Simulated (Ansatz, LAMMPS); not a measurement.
# Structural relaxation of amorphous polyisobutylene (as short chains C18H38), from a frame at 500 K (224 atoms), part 2 of 2

Wanted: the relaxed structure of amorphous polyisobutylene (as short chains C18H38), from a frame at 500 K (224 atoms) and its electronic structure.

Ansatz 0.2.0; Kohn-Sham DFT, PBE+D4, PAW (set soft_2), plane waves.

The cell: 72 C and 152 H. The network of contacts between molecules at the start is that of the classical potential that made the cell. The density was typed from a rule of thumb and may lie off the real one at this temperature. Only the Γ point is sampled, in a cell whose shortest periodic width is 13 Å.

So far. Step 4 (Relaxation): The relaxation changed the energy by -64.6 meV/atom, and atoms moved by 0.66 Å r.m.s., 1.9 Å at most.

## 6. Single point at the relaxed geometry (continued)

Electrostatic potential energy in the ab plane at fractional z = 0.163, with atoms of C and H within 0.2 Å of it. With pseudopotentials it is smooth inside the atoms' cores, unlike the true potential.

Values in eV, 13 rows by 16 columns, each cell a mean:
```
  4   4   3   2 -14 -27 -26 -28   2   4   4   4   3   4   4   4
  4   4   4   3 -11 -21  -1   0   4   4   4   4   4   4   4   4
  4   4   4  -5 -22 -28   1   4   4   3 -10  -6   4   2   0   3
 -1   4   4   2   1   1   4   3   3   1 -12  -1   3  -9 -35 -20
  3  -5  -3   4   4   4   4   1   0  -8 -30  -7  -2 -17 -18   0
  1 -23 -19  -7   3   3   2   3   3  -2 -13  -9 -10 -22 -15   2
 -4  -2   2   2   4   2 -14  -2   2   3   3   3   3   3   2   2
-30 -20  -3   4   4   4   3  -3 -14   3   4   4   4   4   4   1
-13  -6  -3   4   4   4   4   4   3   4   4   3   4   4   4  -3
  4   4   4   4   4   4   4   4   4   4   4  -5  -2   4   3   3
  4   4  -1   3   3  -9   2   4   4   4   4   2   2   2 -15  -2
  4   3 -15   2   4   1   3   3   4   4   3  -2  -7   0  -3   2
  4   4   3   3   3   3  -3  -6   4   4   2  -4  -7   2   2   2
```
Columns run along a (13.0 Å; values clipped at the 3rd and 97th percentile), rows up along b (13.0 Å). Atoms in or near the plane, at fractional coordinates: C at (0.31, 0.92), C at (0.43, 0.95), C at (0.31, 0.80), H at (0.15, 0.12), H at (0.91, 0.17), C at (0.04, 0.40), C at (0.85, 0.59), C at (0.89, 0.71), C at (0.64, 0.62), H at (0.12, 0.37), H at (0.97, 0.72), H at (0.67, 0.79), H at (0.39, 0.49), H at (0.50, 0.41).

ELF in the ab plane at fractional z = 0.163, with atoms of C and H within 0.2 Å of it. It is the smooth field of the valence electrons, not physical close to the nuclei.

Values in units of 1e-1, 13 rows by 16 columns, each cell a mean:
```
0.1 0.6 3.4 2.1 5.0 5.1 6.4 5.3 3.5 0.2 0.4 0.7 1.9 0.9 0.6 2.1
0.0 0.1 0.4 1.3 5.7 6.9 3.4 3.6 1.7 0.3 2.6 2.1 0.2 0.2 0.2 0.1
3.9 0.2 2.5 9.2 7.2 5.3 3.5 0.2 0.6 3.3 8.8 8.4 1.4 5.1 4.1 4.1
6.4 0.7 0.9 4.8 4.4 4.0 1.9 3.0 2.5 2.8 6.9 4.6 0.9 5.9 4.6 9.2
1.9 5.5 4.1 2.2 0.5 0.2 0.7 7.0 6.3 5.3 5.0 6.1 4.3 6.0 6.7 3.7
3.0 5.9 7.3 9.3 3.2 2.5 5.0 1.8 1.3 3.5 4.3 6.3 6.5 4.9 5.5 2.3
5.4 4.3 3.2 4.9 1.0 6.6 9.6 6.4 3.0 0.8 0.9 4.3 4.0 1.0 1.9 2.0
5.4 6.7 7.0 1.4 0.0 1.7 3.8 7.7 9.3 2.5 0.4 0.7 0.7 0.1 0.4 3.7
8.5 7.0 8.2 1.8 0.0 0.1 0.4 3.4 6.1 1.2 0.6 4.0 3.4 0.2 1.7 8.5
2.8 0.7 0.7 0.1 0.7 2.7 1.4 0.1 0.1 0.5 3.2 9.5 8.4 1.0 2.7 2.6
0.3 3.0 7.0 3.1 3.9 9.7 6.9 0.5 0.1 2.0 2.3 3.8 2.6 2.8 9.6 7.8
0.4 4.7 9.2 4.3 1.1 4.8 2.7 3.3 0.8 0.4 1.9 4.2 6.6 3.6 6.6 5.4
0.8 0.7 1.2 0.6 0.9 1.3 6.1 8.8 2.7 1.0 5.3 5.0 5.9 1.7 5.1 8.3
```
Columns run along a (13.0 Å), rows up along b (13.0 Å). Atoms in or near the plane, at fractional coordinates: C at (0.31, 0.92), C at (0.43, 0.95), C at (0.31, 0.80), H at (0.15, 0.12), H at (0.91, 0.17), C at (0.04, 0.40), C at (0.85, 0.59), C at (0.89, 0.71), C at (0.64, 0.62), H at (0.12, 0.37), H at (0.97, 0.72), H at (0.67, 0.79), H at (0.39, 0.49), H at (0.50, 0.41).

Mean Löwdin charges: C -0.30, H +0.17 e (they miss 1.1 % of the electrons, so they add up to more than the cell's charge). The largest share in the top eV of filled states is C p (75 % of the projected weight), and in the lowest eV of empty states H s (58 % of the projected weight).

The surroundings of H55, picked at random, nearest first, numbered as they follow in the input and with coordinates relative to it.

```csv
atom,x,y,z,distance (Å),bonds,Löwdin charge (e)
H55,0.00,0.00,0.00,0.00,1,0.17
C18,1.00,-0.40,0.21,1.10,4,-0.46
H54,0.88,-1.43,0.56,1.77,1,0.17
H56,1.56,-0.43,-0.74,1.78,1,0.18
C15,1.72,0.50,1.24,2.18,4,0.10
H48,0.65,2.26,0.50,2.41,1,0.18
H52,-0.06,0.95,2.41,2.59,1,0.17
C16,1.69,1.94,0.69,2.66,4,-0.46
C17,0.93,0.49,2.56,2.77,4,-0.46
H192,-0.63,1.13,-2.53,2.84,1,0.17
H203,-2.46,0.58,-1.45,2.91,1,0.17
H197,-1.58,-1.26,-2.11,2.92,1,0.18
H26,-2.77,-0.43,1.09,3.01,1,0.17
H49,2.25,2.01,-0.25,3.03,1,0.18
H51,0.75,-0.53,2.93,3.07,1,0.17
H24,-1.77,-0.92,2.47,3.17,1,0.17
```

The column of bonds counts only the pairs H-C within 1.34 Å, C-C within 1.85 Å; other neighbours, such as metal atoms beside each other in a compound, aren't counted, and periodic images can show an atom twice.

## 7. Other settings

Changed here: scf.initial_density.chi_scale = 0.0, scf.occupations.method = "methfessel_paxton" and scf.occupations.width = 0.025.

File input.yaml:

```yaml
crystal:
  lattice:
    - [12.9521, 0.0, 0.0]
    - [0.0, 12.9521, 0.0]
    - [0.0, 0.0, 12.9521]
  atoms:
    [... the 224 atom lines of step 3 ...]
kpoints:
  mp_grid: { grid: [1, 1, 1] }
hamiltonian:
  xc: pbe
  dispersion: d4
scf:
  occupations: { method: methfessel_paxton, width: 0.025 }
  initial_density: { chi_scale: 0.0 }
output:
  forces: true
  stress: true
  populations: true
  dos:
    method: { smearing: { sigma: 0.08 } }
    de: 0.1
    projected: { site_lists: { C: [C], H: [H] } }
  eigenvalues: true
```

On the command line:

```sh
ansatz run input.yaml --threads 4 --pin off --max-ram 8192MiB --backend cpu --events-out ev --progress --plain --runs-dir out
```

Elapsed: 44 s, on 4 threads of Intel Xeon Platinum 8259CL at 2.50GHz (Skylake/Cascade Lake), shared host; peak memory 2.9 GiB.

Geometry and reference: those of the single point at the start.

Forces differ from those of the single point at the start by 0.007 meV/Å r.m.s., 6.0e-4 % of their size. It took 0.74 times the reference's time, which goes against the count of work (plane waves, k-points, bands and cycles) (shared host, so rough).

## 8. Results

- energy change in the relaxation: -64.62 meV/atom
- r.m.s. displacement: 0.659 Å
- largest displacement: 1.885 Å
- free energy per atom: -91.6369 eV/atom
- pressure: -0.2775 GPa
- r.m.s. force component: 0.0103 eV/Å
- gap (highest filled to lowest empty level): 5.137 eV
- wall time of the 4 DFT runs: 9.1 min

**Reading.** Relaxation lowers the energy by 64.6 meV/atom and moves atoms by 0.66 Å r.m.s.; the r.m.s. force component goes from 1.1 to 0.010 eV/Å, the pressure goes from 2.6 to -0.28 GPa, and the gap from 4.87 to 5.14 eV. By the final cutoffs no bond was broken or made. First to last step the energy falls by 14.475 eV; the largest move, 1.88 Å, is that of H49. The H-C bonds change most in mean length: from 1.089 Å (spread 0.038) to 1.099 Å (spread 0.002). With the cutoffs above, all C atoms have 4 and all H atoms have 1 bonded neighbour. The highest filled and lowest empty levels differ by 5.14 eV (at Γ alone); a semilocal functional tends to put such gaps too low. In a disordered cell it changes from sample to sample, and tail or defect levels can set it.

What to keep in mind: The network of contacts between molecules at the start is that of the classical potential that made the cell; in DFT atoms moved by 0.66 Å r.m.s.

[Logs are printed without paths, hosts, clocks, repeated set-up lines and the standing remarks that a program may print on its own settings, such as how far it seeks lower states.]

[Hosts, paths, dates, database ids (printed as entryN), source tags and the programs' standing remarks are cut or masked in the printed files.]
